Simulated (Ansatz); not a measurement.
# How many bands does the GW gap of LiH (Fm-3m) need?, part 2 of 2

Aim: see how the G0W0 gap of LiH (Fm-3m) on PBE moves with empty bands and screening cutoff, and what each rung costs.

Ansatz 0.2.0; G0W0 on PBE, plane waves, PAW. Known limits of the many-body steps: not at the basis limit; coarse k mesh.

So far. Step 4 (108 empty bands, screening to 200 eV): Against the run with 6×6×6 mesh, 50 empty bands, screening to 120 eV, the gap moves by +0.08 eV. Step 5 (Changing the k mesh: 4×4×4 mesh, 50 empty bands …): Against the run with 6×6×6 mesh, 50 empty bands, screening to 120 eV, the gap moves by −0.16 eV.

The database entry behind the starting cell differs from later determinations by our own check (the deuteride, about 0.2 % short), so it need not match the best structure at ambient conditions.

### Step 6. Changing the frequency model: 6×6×6 mesh, 50 empty bands, screening to 120 eV, plasmon pole

A plasmon pole stands in for the full frequency dependence of the screening; this run shows what that costs in accuracy.

input.yaml reads:

```yaml
crystal:
  lattice:
    - [0.0, 2.03675, 2.03675]
    - [2.03675, 0.0, 2.03675]
    - [2.03675, 2.03675, 0.0]
  atoms:
    - { symbol: Li, position: [0.0, 0.0, 0.0] }
    - { symbol: H, position: [0.5, 0.5, 0.5] }
kpoints:
  mp_grid: { grid: [6, 6, 6] }
hamiltonian:
  xc: pbe
scf:
  occupations: { method: fixed }
gw:
  n_empty_bands: 50
  ecut_chi: 120
  qp_bands: [v2, c2]
  qp_kpoints: band_edges
  screening: { model: godby_needs }
```

Run with:

```
> ansatz run input.yaml --threads 3 --pin off --max-ram 92160MiB --backend cuda --events-out ev --progress --plain --runs-dir out --devices 1 --max-vram 13GiB  # rebuilt from the run's record
```

Numbers of over 12 decimals in the logs are rounded to 6 here.

Log:

```text
GPUs: using 1 of 1 available (devices: 1).
[...]
GPU FFT provider: cuFFT
GPU libraries: cuBLAS 13.8.2, cuFFT 12.4.0, cuSOLVER 12.3.4
Crystal: 2 atoms, lattice volume = 16.898 Å³
Basis set: ecut = 420 eV, 331 PW (Γ)
Bands: 6, of which v1, the nominal top of the filled ones, is band 2 counted from 1 (1 counted from 0)
Symmetry: 48 space group operations
[...]
k-points: 16 of 216
[...]
12     3      3.5049    -3.6287    -3.4651    -7.6097  0.8091     4.0231     4.0208  root
    12     4     11.0677    -2.6164    -4.7594    -8.1689  0.7838    11.8876    11.8609  root
    15     1    -43.7842   -44.6683     8.8546   -28.9395  0.7447   -51.5417   -50.6584  root ?
    15     2      0.3317   -14.5565     2.0942   -11.1757  0.7696    -0.9725    -0.9549  root
    15     3      4.4917    -3.3645    -3.7015    -7.6245  0.8063     5.0533     5.0503  root
    15     4      7.4119    -2.7986    -4.2642    -7.6980  0.7936     8.0520     8.0470  root
[key lines of the parts left out:]
SCF converged after 6 iterations
Free energy (F): -221.386559 eV
Fermi energy:    0.486615 eV
```

The job ended after 7 s (1 × NVIDIA H100 80GB HBM3 (shared by 6 runs) with 3 threads of AMD EPYC 7R13 (Zen 3), shared host; peak memory 0.95 GiB).

Numbers from this step:

| Item | Value |
| --- | --- |
| bands summed | 52 |
| plasmon-pole fit frequency | 18.07 eV |
| RPA ε∞ on this mesh (eigenvalues) | 4.186, 4.186, 4.186 |
| plane waves in the screening matrix | 59 |
| G0W0 gap on the mesh | 4.820 eV |
| k of the valence top | 0, -0.5, -0.5 |
| k of the conduction bottom | 0, -0.5, -0.5 |
| starting gap on the mesh | 3.018 eV |
| least direct G0W0 gap on the computed points | 4.820 eV |

Against the run with 6×6×6 mesh, 50 empty bands, screening to 120 eV, the gap moves by +0.019 eV.

### Step 7. Changing the files: 6×6×6 mesh, 50 empty bands, screening to 120 eV, hard PAW files

Other atomic data (hard PAW) test the pseudisation: the cutoff goes from 420 to 800 eV, with the same valence electrons.

input.yaml: that of step 6 with these lines changed.

```diff
@@ -12,2 +12,3 @@
   xc: pbe
+  pseudopotentials: { kind: paw, source: ansatz }
 scf:
@@ -19,2 +20,2 @@
   qp_kpoints: band_edges
-  screening: { model: godby_needs }
+  screening: { model: contour_deformation }
```

Log:

```text
GPUs: using 1 of 1 available (devices: 1).
[...]
GPU FFT provider: cuFFT
GPU libraries: cuBLAS 13.8.2, cuFFT 12.4.0, cuSOLVER 12.3.4
Crystal: 2 atoms, lattice volume = 16.898 Å³
Basis set: ecut = 800 eV, 893 PW (Γ)
Bands: 6, of which v1, the nominal top of the filled ones, is band 2 counted from 1 (1 counted from 0)
Symmetry: 48 space group operations
[...]
k-points: 16 of 216
[...]
12     3      3.3795    -3.6282    -3.4928    -7.6115  0.7986     3.8735     3.8700  root
    12     4     10.9430    -2.6135    -4.8674    -8.1678  0.7492    11.6369    11.6299  root
    15     1    -43.9021   -44.6712     8.9512   -28.9411  0.7444   -51.6937   -50.6810  root ?
    15     2      0.2077   -14.5564     2.0925   -11.1766  0.7562    -1.1124    -1.0797  root
    15     3      4.3661    -3.3636    -3.7318    -7.6259  0.7946     4.9010     4.8965  root
    15     4      7.2866    -2.7971    -4.3196    -7.6985  0.7729     7.8761     7.8684  root
[key lines of the parts left out:]
SCF converged after 5 iterations
Free energy (F): -221.392870 eV
Fermi energy:    0.363003 eV
```

Wall time 10 s (1 × NVIDIA H100 80GB HBM3 (shared by 6 runs) with 3 threads); peak memory 0.99 GiB.

Numbers from this step:

```yaml
bands_summed: 52
rpa_eps_infinity_on_this_mesh_eigenvalues: 4.190, 4.190, 4.190
plane_waves_in_the_screening_matrix: 59
g0w0_gap_on_the_mesh: 4.796 eV
k_of_the_valence_top: 0, -0.5, -0.5
k_of_the_conduction_bottom: 0, -0.5, -0.5
starting_gap_on_the_mesh: 3.016 eV
least_direct_g0w0_gap_on_the_computed_points: 4.796 eV
```

Against the run with 6×6×6 mesh, 50 empty bands, screening to 120 eV, the gap moves by −0.006 eV.

### Step 8. Side by side

Times are wall times on 1 × NVIDIA H100 80GB HBM3 (shared by 6 runs) with 3 threads of AMD EPYC 7R13 (Zen 3), shared host, good to a factor of about two.

```tsv
mesh	files	frequency	bands summed	cutoff (eV)	start (eV)	G0W0 (eV)	time	host memory (GiB)
6×6×6	default PAW	contour deformation	19	60	3.018	4.624	7.8 s	0.98
6×6×6	default PAW	contour deformation	52	120	3.018	4.801	9.1 s	0.98
6×6×6	default PAW	contour deformation	110	200	3.018	4.885	15 s	1.0
4×4×4	default PAW	contour deformation	52	120	3.009	4.645	5.4 s	0.95
6×6×6	default PAW	plasmon pole	52	120	3.018	4.820	7 s	0.95
6×6×6	hard PAW	contour deformation	52	120	3.016	4.796	10 s	0.99
```

The parts of the quasiparticle energy at the two band edges (eV; QP = start + Σx + Σc − Vxc):

```tsv
run	edge	start	Σx	Σc	Vxc	Z	QP
19 bands	valence top	0.49	-14.68	2.34	-11.35	0.76	-0.51
19 bands	conduction bottom	3.50	-3.63	-3.38	-7.61	0.80	4.11
52 bands	valence top	0.49	-14.68	2.05	-11.35	0.76	-0.80
52 bands	conduction bottom	3.50	-3.63	-3.49	-7.61	0.80	4.00
110 bands	valence top	0.49	-14.68	1.94	-11.35	0.76	-0.91
110 bands	conduction bottom	3.50	-3.63	-3.51	-7.61	0.80	3.98
```

### Step 9. Outcome

```yaml
19_bands_60_ev: 4.624 eV
52_bands_120_ev: 4.801 eV
110_bands_200_ev: 4.885 eV
estimated_limit_in_bands_and_cutoff: 4.96 eV
mesh_and_start: 6×6×6, PBE
```

What this shows: A line in one over the bands through the two highest rungs gives 4.96 eV, +0.08 eV from the top rung; the pair below gives 4.90 eV, so the estimate is still climbing. The rungs stand 0.34 eV (19 bands), 0.16 eV (52 bands) and 0.08 eV (110 bands) from it. From 19 to 110 bands the gap moves by +0.26 eV. Σc changes by −0.40 eV at the valence top and −0.13 eV at the conduction bottom, so the valence edge carries most of the change. On the 4×4×4 mesh in place of 6×6×6 the gap differs by −0.16 eV, of which −0.01 eV is already in the start. The plasmon-pole model gives +0.02 eV against contour deformation, 1 % of the correction. Hard PAW files move the gap by −0.01 eV at equal bands and cutoff, −0.002 eV of it in the start. The cheapest rung within 0.1 eV of this estimate is that with 110 bands (15 s).

[Paths, hosts, dates, memory and timing lines, banners, echoed tables and standing remarks are left out of the program output.]

[Logs are printed without paths, hosts, clocks, repeated set-up lines and the standing remarks that a program may print on its own settings, such as how far it seeks lower states.]

[Runs of the session that timed out or met a known fault of the program may be left out.]

[Cells called generated may have been cut or substituted from an entry of the Crystallography Open Database or the Materials Project.]

[Hosts, paths, dates, database ids (printed as entryN), source tags and the programs' standing remarks are cut or masked in the printed files.]
